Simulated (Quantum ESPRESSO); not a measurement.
# CrO2: orders under volume, part 2 of 2

How does volume change the magnetic state of CrO2?

Quantum ESPRESSO 7.5; PBE with U = 3.5 eV on Cr d (ortho-atomic projectors); plane waves with GBRV 1.5 PBE potentials, no spin-orbit coupling.

So far, absolute magnetization (μB): step 2 (volume 0.92, ferro ++) 5.46; step 3 (volume 0.92, antiferro +-) 4.18.

## 4. Volume 0.92, no spin polarisation

pw.in reads:

```
&CONTROL
  calculation = 'scf'
  prefix = 'pwscf'
  outdir = './tmp'
  pseudo_dir = './pseudo'
  disk_io = 'nowf'
  tprnfor = .true.
  tstress = .true.
/
&SYSTEM
  ibrav = 0
  nat = 6
  ntyp = 2
  ecutwfc = 40
  ecutrho = 280
  nbnd = 36
  occupations = 'smearing'
  smearing = 'fd'
  degauss = 0.00367493
/
&ELECTRONS
  conv_thr = 1.2d-08
  electron_maxstep = 150
  mixing_beta = 0.3
/
ATOMIC_SPECIES
Cr     51.9961 cr_pbe_v1.5.uspp.F.UPF
O      15.9990 o_pbe_v1.2.uspp.F.UPF
CELL_PARAMETERS bohr
   8.1254731158    0.0000000000    0.0000000000
   0.0000000000    8.1254731158    0.0000000000
   0.0000000000    0.0000000000    5.3612316397
ATOMIC_POSITIONS crystal
Cr      0.0000000000    0.0000000000    0.0000000000
Cr      0.5000000000    0.5000000000    0.5000000000
O       0.3010000000    0.3010000000    0.0000000000
O       0.1990000000    0.8010000000    0.5000000000
O       0.6990000000    0.6990000000    0.0000000000
O       0.8010000000    0.1990000000    0.5000000000
K_POINTS automatic
8 8 8 0 0 0
HUBBARD {ortho-atomic}
U Cr-3d 3.5000
```

Started as:

```sh
$ OMP_NUM_THREADS=1 mpirun -n 2 pw.x -nk 2 -in pw.in > pw.out
```

Log:

```text
     [... lines left out ...]
Program PWSCF v.7.5 starts
     [... lines left out ...]
     number of atoms/cell      =            6
     [... lines left out ...]
     number of electrons       =        52.00
     number of Kohn-Sham states=           36
     kinetic-energy cutoff     =      40.0000  Ry
     charge density cutoff     =     280.0000  Ry
     scf convergence threshold =      1.2E-08
     [... lines left out ...]
     16 Sym. Ops., with inversion, found ( 8 have fractional translation)
     [... lines left out ...]
     number of k points=    75  Fermi-Dirac smearing, width (Ry)=  0.0037
     [... lines left out ...]
     iteration # 17     ecut=    40.00 Ry     beta= 0.30
     [... lines left out ...]
     Tr[ns(  1)] =   4.16391
     [... lines left out ...]
     Tr[ns(  2)] =   4.16391
     [... lines left out ...]
     the Fermi energy is    12.5375 ev
!    total energy              =    -479.72540698 Ry
     estimated scf accuracy    <          5.7E-09 Ry
     smearing contrib. (-TS)   =      -0.00549819 Ry
     [... lines left out ...]
     convergence has been achieved in  17 iterations
     [... lines left out ...]
     Total force =     0.075278     Total SCF correction =     0.000115
     [... lines left out ...]
          total   stress  (Ry/bohr**3)                   (kbar)     P=      230.19
     [... lines left out ...]
```

Run time: 36 s. Hardware: 2 MPI ranks of Intel Xeon 6975P-C (Granite Rapids), shared host; peak memory 0.35 GiB.

Numbers from this step:

```
smearing term TS : 0.07481 eV
pressure         : 23.02 GPa
final state      : non-magnetic (no spin polarisation)
```

## 5. Volume 1.08, ferro ++

Edit pw.in of step 4 so:

```diff
@@ -15,3 +15,3 @@
   ecutrho = 280
-  nbnd = 36
+  nbnd = 39
   occupations = 'smearing'
@@ -19,2 +19,5 @@
   degauss = 0.00367493
+  nspin = 2
+  starting_magnetization(1) = 0.2143
+  starting_magnetization(2) = 0
 /
@@ -29,5 +32,5 @@
 CELL_PARAMETERS bohr
-   8.1254731158    0.0000000000    0.0000000000
-   0.0000000000    8.1254731158    0.0000000000
-   0.0000000000    0.0000000000    5.3612316397
+   8.5715750843    0.0000000000    0.0000000000
+   0.0000000000    8.5715750843    0.0000000000
+   0.0000000000    0.0000000000    5.6555721603
 ATOMIC_POSITIONS crystal
```

Log:

```text
     [... lines left out ...]
Program PWSCF v.7.5 starts
     [... lines left out ...]
     number of atoms/cell      =            6
     [... lines left out ...]
     number of electrons       =        52.00
     number of Kohn-Sham states=           39
     kinetic-energy cutoff     =      40.0000  Ry
     charge density cutoff     =     280.0000  Ry
     scf convergence threshold =      1.2E-08
     [... lines left out ...]
     16 Sym. Ops., with inversion, found ( 8 have fractional translation)
     [... lines left out ...]
     number of k points=    75  Fermi-Dirac smearing, width (Ry)=  0.0037
     [... lines left out ...]
     iteration # 15     ecut=    40.00 Ry     beta= 0.30
     [... lines left out ...]
     Magnetic moment per site  (integrated on atomic sphere of radius R)
     atom   1 (R=0.176)  charge= 10.6516  magn=  2.1387
     atom   2 (R=0.176)  charge= 10.6516  magn=  2.1387
     atom   3 (R=0.176)  charge=  5.3059  magn= -0.2829
     atom   4 (R=0.176)  charge=  5.3059  magn= -0.2829
     atom   5 (R=0.176)  charge=  5.3059  magn= -0.2829
     atom   6 (R=0.176)  charge=  5.3059  magn= -0.2829
     [... lines left out ...]
     Tr[ns(  1)] (up, down, total) =   3.33568  0.68458  4.02026
     [... lines left out ...]
     Tr[ns(  2)] (up, down, total) =   3.33568  0.68458  4.02026
     [... lines left out ...]
     the Fermi energy is     9.0809 ev
!    total energy              =    -480.05102591 Ry
     estimated scf accuracy    <          3.4E-09 Ry
     smearing contrib. (-TS)   =      -0.00076111 Ry
     [... lines left out ...]
     total magnetization       =     4.00 Bohr mag/cell
     absolute magnetization    =     6.52 Bohr mag/cell
     convergence has been achieved in  15 iterations
     [... lines left out ...]
     Total force =     0.017651     Total SCF correction =     0.000092
     [... lines left out ...]
          total   stress  (Ry/bohr**3)                   (kbar)     P=      -57.26
     [... lines left out ...]
```

Wall time 74 s (2 MPI ranks); peak memory 0.5 GiB.

This step gave:

```
smearing term TS       : 0.01036 eV
pressure               : -5.726 GPa
magnetization          : 4 μB
absolute magnetization : 6.52 μB
final state            : ferromagnetic
largest moment         : 2.139 μB
```

## 6. All points

The runs not shown differ from these in the moved quantity alone.

States, by row:

| volume | ferro ++ | antiferro +- | no spin polarisation |
| --- | --- | --- | --- |
| 0.92 | ferromagnetic | antiferromagnetic | non-magnetic |
| 0.96 | ferromagnetic | antiferromagnetic | non-magnetic |
| 1 | ferromagnetic | antiferromagnetic | non-magnetic |
| 1.04 | ferromagnetic | antiferromagnetic | non-magnetic |
| 1.08 | ferromagnetic | antiferromagnetic | non-magnetic |

Table of largest site moment by volume:

| volume (factor) | ferro ++ (μB) | antiferro +- (μB) |
| --- | --- | --- |
| 0.9200 | 1.87 | 1.61 |
| 0.9600 | 1.93 | 1.67 |
| 1.0000 | 2.00 | 1.73 |
| 1.0400 | 2.07 | 1.79 |
| 1.0800 | 2.14 | 1.86 |

Table of energy less that of the parallel start by volume; values in meV a seeded atom:

```csv
volume (factor),antiferro +-,no spin polarisation
0.9200,220,1875
0.9600,227,1964
1.0000,238,2048
1.0400,253,2129
1.0800,271,2209
```

Energy over the lowest against volume; values in meV an atom:

```
volume (factor)  ferro ++  antiferro +-  no spin polarisation
         0.9200       118           192                   744
         0.9600      50.9           127                   705
         1.0000      13.5          92.9                   696
         1.0400         0          84.2                   710
         1.0800      5.22          95.4                   742
```

## 7. Results

| Property | Result |
| --- | --- |
| moment, parallel start | 1.87 to 2.14 μB |
| states met from these starts | antiferromagnetic and ferromagnetic |

The moment of the parallel start goes from 1.87 μB at 0.92 to 2.14 μB at 1.08. The net moment of the cell goes from 4 to 4 μB. The radius of the spheres follows the nearest distance, so part of the change of the site moments is the spheres'. The largest moment of the start antiferro +- lies between 1.61 and 1.86 μB. Under a U these runs seem to end in unlike orbital states: the fillings of their corrected shells differ, or their energies lie too far apart for exchange alone. The differences are then no exchange energies, and the ranking says little of the magnetic order. Seeding all runs from one set of occupation matrices is the usual remedy.

[Logs and program files are shortened in this print: banners, set-up blocks, solver, clock and traceback lines can be left out without a mark of their own.]

[Logs are printed without paths, hosts, clocks, repeated set-up lines and the standing remarks that a program may print on its own settings, such as how far it seeks lower states.]

[Hosts, paths, dates, database ids (printed as entryN), source tags and the programs' standing remarks are cut or masked in the printed files.]

[Where a cell is said to come from a database of computed structures, the database is the Materials Project.]
